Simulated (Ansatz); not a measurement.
# Pd wire along [111], 13 atoms a period: bands along the axis, part 2 of 2

What gap, if any, does the Pd wire along [111], 13 atoms a period have, and how many channels would it open?

Ansatz 0.2.0; DFT PBE, plane waves, PAW; relaxation of a wire's period; PAW set soft_1 (the session's first sound run).

So far: The structure; Relaxing the period.

## 2. Relaxing the period (continued)

Step by step:

```
step  energy less that of the first step (eV)  largest force component (eV/Å)  pressure (GPa)  volume (Å³)
   1                                   0.0000                          0.9646           -1.99       981.50
   2                                  -0.4577                          1.0601            1.53       936.12
   3                                  -0.8483                          0.1113           -0.33       936.54
   4                                  -0.9043                          0.0262            0.01       918.12
   5                                  -0.9067                          0.0141            0.05       913.82
  6*                                  -0.8983                          0.0150            0.06       913.82
```

Relaxation steps marked * repeat the geometry before them on a plane-wave basis chosen anew for their cell, so energy and pressure can jump there.

Forces are held to the 4 operations that the run works with; a distortion that breaks them can't arise in this run.

```
cell as run  before  after  change
      c (Å)   6.824  6.354  -6.9 %
```

The atoms that moved most (Å, along periodic axes as changes of fractional coordinates times the final cell, across vacuum about the mean position):

```
atom      dx      dy      dz  length
Pd13  -0.039  -0.076   0.003   0.085
 Pd3  -0.039   0.076  -0.003   0.085
Pd12   0.039  -0.076   0.003   0.085
 Pd1   0.039   0.076  -0.003   0.085
 Pd4  -0.079   0.000   0.000   0.079
Pd11   0.079   0.000   0.000   0.079
 Pd9   0.000  -0.007  -0.037   0.038
 Pd6   0.000   0.007   0.037   0.038
```

The relaxed structure:

```cif
data_structure
_symmetry_space_group_name_H-M 'P 1'
_symmetry_Int_Tables_number 1
_cell_length_a 12.3720
_cell_length_b 11.6250
_cell_length_c 6.3537
_cell_angle_alpha 90.000
_cell_angle_beta 90.000
_cell_angle_gamma 90.000
_cell_volume 913.82
loop_
_atom_site_label
_atom_site_type_symbol
_atom_site_fract_x
_atom_site_fract_y
_atom_site_fract_z
_atom_site_occupancy
Pd1 Pd 0.39054 0.29899 0.99956 1
Pd2 Pd 0.50000 0.50002 0.00000 1
Pd3 Pd 0.60946 0.29899 0.99956 1
Pd4 Pd 0.71881 0.50002 0.00000 1
Pd5 Pd 0.38668 0.43054 0.33871 1
Pd6 Pd 0.50000 0.63899 0.33916 1
Pd7 Pd 0.61332 0.43054 0.33871 1
Pd8 Pd 0.38668 0.56950 0.66129 1
Pd9 Pd 0.50000 0.36105 0.66084 1
Pd10 Pd 0.61332 0.56950 0.66129 1
Pd11 Pd 0.28119 0.50002 0.00000 1
Pd12 Pd 0.39054 0.70105 0.00044 1
Pd13 Pd 0.60946 0.70105 0.00044 1
```

Numbers from this step:

* energy at zero smearing: -90633.2085 eV
* cell length along the wire: 6.354 Å

The cell's length comes to 6.354 Å with spin left out.

## 3. The wire at its relaxed period

This step: DFT PBE, plane waves, PAW; bands of a perfect wire; PAW set soft_1 (Ansatz 0.2.0).

At the relaxed period the bands are computed along the axis; those that cross an energy going forward count the channels that a perfect wire would open there.

input.yaml

```yaml
crystal:
  lattice:
    - [12.372, 0.0, 0.0]
    - [0.0, 11.625, 0.0]
    - [0.0, 0.0, 6.3537284404]
  atoms:
    - { symbol: Pd, position: [0.390540823, 0.298992293, 0.999559462] }
    - { symbol: Pd, position: [0.5, 0.500021281, 0.0] }
    - { symbol: Pd, position: [0.609459177, 0.298992293, 0.999559462] }
    - { symbol: Pd, position: [0.718811438, 0.500021281, 0.0] }
    - { symbol: Pd, position: [0.386676969, 0.43054317, 0.338713232] }
    - { symbol: Pd, position: [0.5, 0.638988641, 0.339155266] }
    - { symbol: Pd, position: [0.613323031, 0.43054317, 0.338713232] }
    - { symbol: Pd, position: [0.386676969, 0.569499392, 0.661286768] }
    - { symbol: Pd, position: [0.5, 0.361053921, 0.660844734] }
    - { symbol: Pd, position: [0.613323031, 0.569499392, 0.661286768] }
    - { symbol: Pd, position: [0.281188562, 0.500021281, 0.0] }
    - { symbol: Pd, position: [0.390540823, 0.701050269, 0.000440538] }
    - { symbol: Pd, position: [0.609459177, 0.701050269, 0.000440538] }
kpoints:
  mp_grid: { grid: [1, 1, 13] }
  band_path: { path: ["Γ", Z], npoints: 90 }
scf:
  occupations: { method: fermi_dirac, width: 0.05 }
hamiltonian:
  xc: pbe
  pseudopotentials: { kind: paw, azcp: { folder: soft_1 } }
output:
  dos: { e_range: [-5, 4] }
  write_potential: true
  write_density: true
  volumetric_format: npy
```

On the command line:

```
ansatz run input.yaml --threads 4 --pin off --max-ram 16384MiB --backend cpu --events-out ev --progress --plain --runs-dir out
```

Numbers of over 12 decimals in the logs are rounded to 6 here.

The program printed:

```text
[...]
Crystal: 13 atoms, lattice volume = 913.822 Å³
Basis set: ecut = 420 eV, 17891 PW (Γ)
Bands: 141, of which v1, the nominal top of the filled ones, is band 117 counted from 1 (116 counted from 0)
Symmetry: 4 space group operations
[...]
k-points: 7 of 13
[...]
SCF iter   1: F=—  HF=-90644.784489 eV  |F-HF|=—  |Δ(HF+E_count)|=         —  Δρ=7.17e-2  dr2=5.94e1  ethr=3.10e-3  ⟨swp⟩=6.3  Hψ=3654  notcnv=0  defer=21
[...]
SCF iter  14: F=-90633.373017 eV  HF=-90633.373017 eV  |F-HF|=3.27e-8  |Δ(HF+E_count)|=   8.73e-9  Δρ=1.58e-6  dr2=4.09e-8  ethr=4.27e-11  ⟨swp⟩=3.9  Hψ=2154  notcnv=0
SCF 1 converged in 14 iterations: F = -90633.373017 eV  dr2 = 4.09e-8
[...]
NSCF: frozen V_eff on 91 k-points
WARN: The output density's exchange-correlation potential varies sharply where the density is thin. Do not read a vacuum level from v_tot or v_xc, or from such a field of the output density. On a cell that repeats whose density bears no net charge and no dipole along the vacuum's axis use v_es (v_loc + v_h of the components); under efield.dipole_correction with no amplitude use v_es + v_field, which holds any externa [...]
SCF converged after 14 iterations
Free energy (F): -90633.373017 eV
[...]
Internal energy: -90633.044377 eV  (E = F + TS)
E sigma→0 (E₀):  -90633.208697 eV
Entropy (-TS):   -0.328640 eV (-25.280 meV/atom)
Fermi energy:    0.306313 eV
[...]
--- Band table (eV; the first three rows and the last of 7) ---
  k-point 0: bands = [... 113 lower, 0.1395, 0.1512, 0.1874, 0.3794, 0.3811, 0.4174, 0.4637, 1.2311, ... 20 higher]
  k-point 1: bands = [... 113 lower, 0.1433, 0.1546, 0.1873, 0.3150, 0.3711, 0.3726, 0.5774, 1.0439, ... 20 higher]
  k-point 2: bands = [... 113 lower, 0.1612, 0.1704, 0.1870, 0.2128, 0.3463, 0.3473, 0.7112, 0.7387, ... 20 higher]
  k-point 6: bands = [... 113 lower, 0.1453, 0.1870, 0.3336, 0.3444, 0.3460, 0.3743, 0.3752, 1.0477, ... 20 higher]
```

Elapsed: 77 s, on 4 threads of Intel Xeon Platinum 8488C (Sapphire Rapids), shared host; peak memory 5.8 GiB; 5 min of CPU time.

This step gave:

- energy at zero smearing: -90633.2087 eV
- band gap: 0 eV

The electronic bands at the labelled points (eV, zero at the Fermi level; # counts the bands kept):

```
  point    #61    #62    #63    #64    #65    #66   #67   #68
      Γ  -0.17  -0.16  -0.12   0.07   0.07   0.11  0.16  0.92
halfway  -0.16  -0.12  -0.08  -0.08  -0.01  -0.01  0.16  0.56
      Z  -0.17  -0.12   0.04   0.04   0.05   0.07  0.07  0.75
```

Between Γ and Z the bands cross the Fermi level 7 times, so a perfect wire would conduct at least 7 G₀, with spin left out.

## 4. Outcome

| Quantity | Value |
| --- | --- |
| cell length, PBE | 6.354 Å |
| ballistic conductance by band crossings, a lower bound, PBE | 7 G₀ |

Under PBE the cell's length is 6.35 Å, and the bands cross the Fermi level 7 times between Γ and Z, which gives a perfect wire at least 7 G₀ (opposite crossings within one step of the path cancel in such a count). No spin was allowed, though thin wires with open d shells can turn magnetic.

[Logs are printed without paths, hosts, clocks, repeated set-up lines and the standing remarks that a program may print on its own settings, such as how far it seeks lower states.]

[Hosts, paths, dates, database ids (printed as entryN), source tags and the programs' standing remarks are cut or masked in the printed files.]
